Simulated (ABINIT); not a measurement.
**BaZrSe3 (P1): G0W0 in ABINIT against the plane-wave cutoff**

Wanted: the cheapest plane-wave cutoff that holds the gap of BaZrSe3 (P1).

Method: PBEsol and many-body steps on it, plane waves, in ABINIT 10.8.3.

### Step 1. Starting point

The structure is triclinic, space group P1 (No. 1). The conventional cell has a = 5.287 Å, b = 5.296 Å, c = 5.309 Å, α = 89.89°, β = 89.91°, γ = 89.96°. Nearest to Ba lie 12 Se at 3.63 to 3.88 Å. Nearest to Zr lie 6 Se at 2.57 to 2.75 Å. Se has 2 Zr at 2.61 to 2.70 Å and 4 Ba at 3.69 to 3.80 Å nearest. Se has 2 Zr at 2.62 to 2.69 Å and 4 Ba at 3.63 to 3.88 Å nearest. Nearest to Se lie 2 Zr at 2.57 to 2.75 Å and 4 Ba at 3.71 to 3.77 Å. Farther neighbours and most contacts between anions are not listed.

The cell and positions are those that the Materials Project relaxed with its own functionals (PBE, PBE+U or r2SCAN), kept fixed. Spin-orbit coupling is left out unless a step names it.

### Step 2. Empty states on the mesh, 2×2×2 mesh, 302 bands

This step: ABINIT 10.8.3; DFT, PBEsol, plane waves, norm-conserving pseudopotentials.

The sums over transitions need many empty states on a uniform mesh; this step solves for them.

File run.abi:

```
acell 3*1.0 Angstrom
rprim 
  5.287383000000 -0.000000000000 -0.000000000000
  0.003576000000 5.296392000000 -0.000000000000
  0.007950000000 0.010054000000 5.309462000000
ntypat 3
znucl 56 40 34
natom 5
typat 1 2 3 3 3
xred 
  0.998643000000 0.998478000000 0.998673000000
  0.476578000000 0.490069000000 0.476727000000
  0.488317000000 0.998506000000 0.502693000000
  0.983845000000 0.511636000000 0.518540000000
  0.492614000000 0.501310000000 0.993370000000
pp_dirpath "pseudos"
pseudos "Ba.upf, Zr.upf, Se.upf"
ecut 39
ngkpt 2 2 2
nshiftk 1
shiftk 0 0 0
kptopt 1
chksymbreak 0
iscf -2
irdden 1
istwfk *1
nband 302
nbdbuf 26
tolwfr 1e-09
nstep 60
prtvol 0
indata_prefix "in"
outdata_prefix "out"
tmpdata_prefix "tmp"
```

On the command line:

```sh
$ OMP_NUM_THREADS=1 mpirun -n 8 abinit run.abi > log
```

Numbers of over 12 decimals in the logs are rounded to 6 here.

What it wrote:

```text
.Version 10.8.3 of ABINIT. v10.8.2 released Aug 2026.

 Symmetries : space group P1 (#  1); Bravais aP (primitive triclinic)
[... echo of the input left out ...]
== DATASET  1 ==================================================================
-   mpi_nproc: 8, omp_nthreads: 1 (-1 if OMP is not activated)

--- !DatasetInfo
iteration_state: {dtset: 1, }
dimensions: {natom: 5, nkpt: 8, mband: 302, nsppol: 1, nspinor: 1, nspden: 1, mpw: 11685, }
cutoff_energies: {ecut:  39.0, pawecutdg:  -1.0, }
[...]
2.92828    2.93569    2.94421    2.94980    2.95387    2.95511    2.95898    2.96408
   2.99600    2.99670    2.99946    3.03080    3.03416    3.04198    3.06648    3.08048
   3.08189    3.08451    3.09357    3.09662    3.09962    3.10717
 prteigrs : prtvol=0 or 1, do not print more k-points.

== END DATASET(S) ==============================================================
================================================================================

 -outvars: echo values of variables after computation  --------
            nband         302
             nkpt           8
          spgroup           1
 [... the other variables as echoed above ...]

 Calculation completed.
```

The job ended after 3.3 min (8 MPI ranks of Arm Neoverse V2, shared host; peak memory 1.1 GiB).

This step gave:

* gap: 0.1573 eV
* k of the valence top: 0.5, 0.5, 0.5
* k of the conduction bottom: 0, 0, 0
* least direct gap: 0.6982 eV
* k points computed: 8
* lowest point of the top converged band, above the valence top: 70.1975 eV

On this mesh the gap is 0.157 eV.

The density comes from a self-consistent run that is not shown.

### Step 3. Empty states on the mesh, 2×2×2 mesh, 104 bands

Edit run.abi of step 2 so:

```diff
@@ -17,3 +17,3 @@
 pseudos "Ba.upf, Zr.upf, Se.upf"
-ecut 39
+ecut 23
 ngkpt 2 2 2
@@ -26,4 +26,4 @@
 istwfk *1
-nband 302
-nbdbuf 26
+nband 104
+nbdbuf 8
 tolwfr 1e-09
```

What it wrote:

```text
.Version 10.8.3 of ABINIT. v10.8.2 released Aug 2026.

 Symmetries : space group P1 (#  1); Bravais aP (primitive triclinic)
[... echo of the input left out ...]
== DATASET  1 ==================================================================
-   mpi_nproc: 8, omp_nthreads: 1 (-1 if OMP is not activated)

--- !DatasetInfo
iteration_state: {dtset: 1, }
dimensions: {natom: 5, nkpt: 8, mband: 104, nsppol: 1, nspinor: 1, nspden: 1, mpw: 5310, }
cutoff_energies: {ecut:  23.0, pawecutdg:  -1.0, }
[...]
1.07580    1.08743    1.09447    1.09885    1.10094    1.10209    1.10360    1.10528
   1.11456    1.11838    1.12474    1.13581    1.13852    1.21644    1.21804    1.22232
 prteigrs : prtvol=0 or 1, do not print more k-points.

== END DATASET(S) ==============================================================
================================================================================

 -outvars: echo values of variables after computation  --------
            nband         104
             nkpt           8
          spgroup           1
 [... the other variables as echoed above ...]

 Calculation completed.
```

The job ended after 19 s (8 MPI ranks; peak memory 0.6 GiB; 2.6 min of CPU time).

Numbers from this step:

```
gap                                                           : 0.2454 eV
k of the valence top                                          : 0.5, 0.5, 0.5
k of the conduction bottom                                    : 0, 0, 0
least direct gap                                              : 0.7886 eV
k points computed                                             : 8
lowest point of the top converged band, above the valence top : 25.10 eV
```

On this mesh the gap is 0.245 eV.

### Step 4. Empty states on the mesh, 2×2×2 mesh, 104 bands

Edit run.abi of step 3 so:

```diff
@@ -17,3 +17,3 @@
 pseudos "Ba.upf, Zr.upf, Se.upf"
-ecut 23
+ecut 31
 ngkpt 2 2 2
```

What it wrote:

```text
.Version 10.8.3 of ABINIT. v10.8.2 released Aug 2026.

 Symmetries : space group P1 (#  1); Bravais aP (primitive triclinic)
[... echo of the input left out ...]
== DATASET  1 ==================================================================
-   mpi_nproc: 8, omp_nthreads: 1 (-1 if OMP is not activated)

--- !DatasetInfo
iteration_state: {dtset: 1, }
dimensions: {natom: 5, nkpt: 8, mband: 104, nsppol: 1, nspinor: 1, nspden: 1, mpw: 8294, }
cutoff_energies: {ecut:  31.0, pawecutdg:  -1.0, }
[...]
1.05276    1.06606    1.08263    1.08641    1.08861    1.09208    1.09378    1.09550
   1.10882    1.11435    1.12107    1.13266    1.13494    1.21228    1.21398    1.21871
 prteigrs : prtvol=0 or 1, do not print more k-points.

== END DATASET(S) ==============================================================
================================================================================

 -outvars: echo values of variables after computation  --------
            nband         104
             nkpt           8
          spgroup           1
 [... the other variables as echoed above ...]

 Calculation completed.
```

It took 30 s on 8 MPI ranks; peak memory 0.72 GiB; 4 min of CPU time.

Numbers from this step:

* gap: 0.1627 eV
* k of the valence top: 0.5, 0.5, 0.5
* k of the conduction bottom: 0, 0, 0
* least direct gap: 0.7037 eV
* k points computed: 8
* lowest point of the top converged band, above the valence top: 24.80 eV

On this mesh the gap is 0.163 eV.

### Step 5. Empty states on the mesh, 2×2×2 mesh, 104 bands

Edit run.abi of step 4 so:

```diff
@@ -17,3 +17,3 @@
 pseudos "Ba.upf, Zr.upf, Se.upf"
-ecut 31
+ecut 49
 ngkpt 2 2 2
```

What it wrote:

```text
.Version 10.8.3 of ABINIT. v10.8.2 released Aug 2026.

 Symmetries : space group P1 (#  1); Bravais aP (primitive triclinic)
[... echo of the input left out ...]
== DATASET  1 ==================================================================
-   mpi_nproc: 8, omp_nthreads: 1 (-1 if OMP is not activated)

--- !DatasetInfo
iteration_state: {dtset: 1, }
dimensions: {natom: 5, nkpt: 8, mband: 104, nsppol: 1, nspinor: 1, nspden: 1, mpw: 16490, }
cutoff_energies: {ecut:  49.0, pawecutdg:  -1.0, }
[...]
1.05046    1.06398    1.08110    1.08459    1.08682    1.09149    1.09313    1.09490
   1.10837    1.11408    1.12081    1.13248    1.13473    1.21173    1.21354    1.21773
 prteigrs : prtvol=0 or 1, do not print more k-points.

== END DATASET(S) ==============================================================
================================================================================

 -outvars: echo values of variables after computation  --------
            nband         104
             nkpt           8
          spgroup           1
 [... the other variables as echoed above ...]

 Calculation completed.
```

Run time: 51 s. Hardware: 8 MPI ranks; peak memory 1 GiB; 6.7 min of CPU time.

Numbers from this step:

```
gap                                                           : 0.1573 eV
k of the valence top                                          : 0.5, 0.5, 0.5
k of the conduction bottom                                    : 0, 0, 0
least direct gap                                              : 0.6982 eV
k points computed                                             : 8
lowest point of the top converged band, above the valence top : 24.79 eV
```

On this mesh the gap is 0.157 eV.

### Step 6. Screening, 2×2×2 mesh, 96 bands, screening to 106.1 eV

The RPA dielectric matrix is built and inverted for each q.

This step: RPA screening on PBEsol, plane waves, norm-conserving pseudopotentials.

Edit run.abi of step 5 so:

```diff
@@ -17,3 +17,3 @@
 pseudos "Ba.upf, Zr.upf, Se.upf"
-ecut 49
+ecut 23
 ngkpt 2 2 2
@@ -23,10 +23,11 @@
 chksymbreak 0
-iscf -2
-irdden 1
 istwfk *1
-nband 104
-nbdbuf 8
-tolwfr 1e-09
-nstep 60
-prtvol 0
+occopt 1
+irdwfk 1
+optdriver 3
+nband 96
+ecuteps 3.9
+inclvkb 2
+awtr 1
+symchi 1
 indata_prefix "in"
```

What it wrote:

```text
.Version 10.8.3 of ABINIT. v10.8.2 released Aug 2026.

 Symmetries : space group P1 (#  1); Bravais aP (primitive triclinic)
[... echo of the input left out ...]
== DATASET  1 ==================================================================
-   mpi_nproc: 8, omp_nthreads: 1 (-1 if OMP is not activated)

--- !DatasetInfo
iteration_state: {dtset: 1, }
dimensions: {natom: 5, nkpt: 8, mband: 96, nsppol: 1, nspinor: 1, nspden: 1, mpw: 5310, }
cutoff_energies: {ecut:  23.0, pawecutdg:  -1.0, }
electrons: {nelect:   7.00000000E+01, charge:   0.00000000E+00, occopt:   1.00000000E+00, tsmear:   1.00000000E-02, }

 SCREENING: Calculation of the susceptibility and dielectric matrices

 Based on a program developped by R.W. Godby, V. Olevano, G. Onida, and L. Reining.
 Incorporated in ABINIT by V. Olevano, G.-M. Rignanese, and M. Torrent.
.Using double precision arithmetic ; gwpc =  8

[... cell and pseudopotentials left out ...]
--------------------------------------------------------------------------------

 ==== K-mesh for the wavefunctions ====
 Number of points in the irreducible wedge :     8
[... list of points left out ...]
 Together with  1 symmetry operations and time-reversal symmetry
 yields     8 points in the full Brillouin Zone.

 ==== Q-mesh for the screening function ====
 Number of points in the irreducible wedge :     8
[... list of points left out ...]
 Together with  1 symmetry operations and time-reversal symmetry
 yields     8 points in the full Brillouin Zone.

 setmesh: FFT mesh size selected  =    32x   32x   32
          total number of points  =        32768

 vcoul_init : cutoff-mode = AUXILIARY_FUNCTION
 q-points for optical limit:   1
     1)      0.000010    0.000020    0.000030

- screening: taking advantage of time-reversal symmetry
- Maximum band index for partially occupied states nbvw = 35
- Remaining bands to be divided among processors   nbcw = 61
- Number of bands treated by each node ~7

 Number of electrons calculated from density =   70.0000; Expected =   70.0000
 average of density, n =  0.069764
 r_s =    1.5069
 omega_plasma =   25.4783 [eV]

 calculating chi0 at frequencies [eV] :
  1    0.000000E+00    0.000000E+00
  2    0.000000E+00    2.547831E+01

--------------------------------------------------------------------------------
  q-point number  1        q = ( 0.000000, 0.000000, 0.000000) [r.l.u.]
--------------------------------------------------------------------------------
[... chi0 elements left out ...]
 For q-point:  0.000010 0.000020 0.000030
  dielectric constant =  21.9258
  dielectric constant without local fields =  27.5324

  Average fulfillment of the sum rule on Im[epsilon] for q-point    1 :     39.07  [%]
[... wings left out ...]
  q-point number  2        q = ( 0.500000, 0.000000, 0.000000) [r.l.u.]
--------------------------------------------------------------------------------
[... chi0 elements left out ...]
  Average fulfillment of the sum rule on Im[epsilon] for q-point    2 :     46.23  [%]

 [... 6 further q-points ...]
```

Run time: 21 s. Hardware: 8 MPI ranks; peak memory 2.2 GiB.

This step gave:

- ε∞ with local fields, on this mesh, along the program's q direction: 21.93
- the same without local fields: 27.53
- plasma frequency: 25.48 eV
- plane waves in the screening matrix: 365

Local fields lower ε∞ by 20 %. On a Γ-centred mesh this coarse the value itself is usually too large, while a short band sum pulls it down.

### Step 7. 23 Ha

This step: G0W0 on PBEsol, plane waves, norm-conserving pseudopotentials.

Edit run.abi of step 6 so:

```diff
@@ -26,8 +26,17 @@
 irdwfk 1
-optdriver 3
+optdriver 4
 nband 96
+gwcalctyp 0
+ecutsigx 23
+symsigma 1
+nkptgw 2
+kptgw 
+  0.5000000000 0.5000000000 0.5000000000
+  0.0000000000 0.0000000000 0.0000000000
+bdgw 
+  34 37
+  34 37
 ecuteps 3.9
-inclvkb 2
-awtr 1
-symchi 1
+irdscr 1
+ppmodel 1
 indata_prefix "in"
```

What it wrote:

```text
.Version 10.8.3 of ABINIT. v10.8.2 released Aug 2026.

 Symmetries : space group P1 (#  1); Bravais aP (primitive triclinic)
[... echo of the input left out ...]
== DATASET  1 ==================================================================
-   mpi_nproc: 8, omp_nthreads: 1 (-1 if OMP is not activated)

--- !DatasetInfo
iteration_state: {dtset: 1, }
dimensions: {natom: 5, nkpt: 8, mband: 96, nsppol: 1, nspinor: 1, nspden: 1, mpw: 5310, }
cutoff_energies: {ecut:  23.0, pawecutdg:  -1.0, }
electrons: {nelect:   7.00000000E+01, charge:   0.00000000E+00, occopt:   1.00000000E+00, tsmear:   1.00000000E-02, }

 SIGMA: Calculation of the GW corrections

 Based on a program developped by R.W. Godby, V. Olevano, G. Onida, and L. Reining.
 Incorporated in ABINIT by V. Olevano, G.-M. Rignanese, and M. Torrent.
.Using double precision arithmetic ; gwpc =  8

[... cell and pseudopotentials left out ...]
--------------------------------------------------------------------------------

 ==== K-mesh for the wavefunctions ====
 Number of points in the irreducible wedge :     8
[... list of points left out ...]
 Together with  1 symmetry operations and time-reversal symmetry
 yields     8 points in the full Brillouin Zone.

 ==== Q-mesh for screening function ====
 Number of points in the irreducible wedge :     8
[... list of points left out ...]
 Together with  1 symmetry operations and time-reversal symmetry
 yields     8 points in the full Brillouin Zone.

 vcoul_init : cutoff-mode = AUXILIARY_FUNCTION
 q-points for optical limit:   1
     1)      0.000010    0.000020    0.000030
 setmesh: FFT mesh size selected  =    45x   45x   45
          total number of points  =        91125

 Number of electrons calculated from density =   70.0000; Expected =   70.0000
 average of density, n =  0.069764
 r_s =    1.5069
 omega_plasma =   25.4783 [eV]

 === KS Band Gaps ===
  >>>> For spin  1
   Minimum direct gap =   0.7888 [eV], located at k-point      :   0.0000  0.0000  0.0000
   Fundamental gap    =   0.2454 [eV], Top of valence bands at :   0.5000  0.5000  0.5000
                                       Bottom of conduction at :   0.0000  0.0000  0.0000
 SIGMA fundamental parameters:
 PLASMON POLE MODEL  1
 number of plane-waves for SigmaX                 5289
 number of plane-waves for SigmaC and W            365
 number of plane-waves for wavefunctions          5289
 number of bands                                    96
 number of independent spin polarizations            1
 number of spinorial components                      1
 number of k-points in IBZ                           8
 number of q-points in IBZ                           8
 number of symmetry operations                       1
 number of k-points in BZ                            8
 number of q-points in BZ                            8
 number of frequencies for dSigma/dE                 9
 frequency step for dSigma/dE [eV]                0.25
 number of omega for Sigma on real axis              0
 max omega for Sigma on real axis  [eV]           0.00
 zcut for avoiding poles [eV]                     0.10

 EPSILON^-1 parameters (SCR file):
 dimension of the eps^-1 matrix on file            365
 dimension of the eps^-1 matrix used               365
 number of plane-waves for wavefunctions          5289
 number of bands                                    96
 number of q-points in IBZ                           8
 number of frequencies                               2
 number of real frequencies                          1
 number of imag frequencies                          1

 matrix elements of self-energy operator (all in [eV])

 Perturbative Calculation

--- !SelfEnergy_ee
iteration_state: {dtset: 1, }
kpoint     : [   0.500,    0.500,    0.500, ]
spin       : 1
KS_gap     :    2.389
QP_gap     :    3.984
Delta_QP_KS:    1.595
data: !SigmaeeData |
     Band     E0 <VxcDFT>   SigX SigC(E0)      Z dSigC/dE  Sig(E)    E-E0       E
       34   4.948 -13.829 -17.212   2.828   0.788  -0.269 -14.267  -0.438   4.510
       35   4.981 -13.842 -17.243   2.851   0.788  -0.270 -14.276  -0.434   4.547
       36   7.370 -13.121  -7.557  -4.073   0.779  -0.284 -11.960   1.161   8.531
       37   7.541 -13.799  -7.935  -4.260   0.771  -0.297 -12.562   1.237   8.779

--- !SelfEnergy_ee
iteration_state: {dtset: 1, }
kpoint     : [   0.000,    0.000,    0.000, ]
spin       : 1
KS_gap     :    0.789
QP_gap     :    2.314
Delta_QP_KS:    1.525
data: !SigmaeeData |
     Band     E0 <VxcDFT>   SigX SigC(E0)      Z dSigC/dE  Sig(E)    E-E0       E
       34   4.375 -14.047 -17.226   2.779   0.790  -0.266 -14.363  -0.316   4.059
       35   4.438 -14.195 -17.592   2.911   0.791  -0.264 -14.580  -0.384   4.053
       36   5.227 -12.611  -7.705  -3.460   0.788  -0.268 -11.471   1.141   6.367
       37   5.347 -12.695  -8.123  -3.247   0.789  -0.267 -11.650   1.046   6.393

== END DATASET(S) ==============================================================
================================================================================

 -outvars: echo values of variables after computation  --------
           etotal      0.0000000000E+00
            nband          96
             nkpt           8
          spgroup           1
 [... the other variables as echoed above ...]

 Calculation completed.
```

Run time: 7.2 s. Hardware: 8 MPI ranks; peak memory 1.6 GiB; 57 s of CPU time.

Numbers from this step:

| Property | Result |
| --- | --- |
| G0W0 gap on the points computed | 1.820 eV |
| starting gap on the mesh | 0.2454 eV |
| k of the valence top | 0.5, 0.5, 0.5 |
| k of the conduction bottom | 0, 0, 0 |
| Z at the valence top | 0.788 |
| Z at the conduction bottom | 0.788 |
| least direct G0W0 gap on the computed points | 2.308 eV |

[end of part 1 of 2]

[Paths, hosts, dates, memory and timing lines, banners, echoed tables and standing remarks are left out of the program output.]

[Logs are printed without paths, hosts, clocks, repeated set-up lines and the standing remarks that a program may print on its own settings, such as how far it seeks lower states.]

[Runs of the session that timed out or met a known fault of the program may be left out.]

[No measured gap is set beside runs whose start may be inverted or whose files or cutoffs have a known fault.]

[Hosts, paths, dates, database ids (printed as entryN), source tags and the programs' standing remarks are cut or masked in the printed files.]

[G0W0 gaps are taken among the corrected bands and points alone; a level outside them can change the order at an edge.]

[Where Ansatz stands beside ABINIT at settings called matched, ABINIT's density can come from a denser mesh and the files from another edition; pairs whose starting gaps differed by over 0.03 eV were left out, so agreement reads better than it is.]
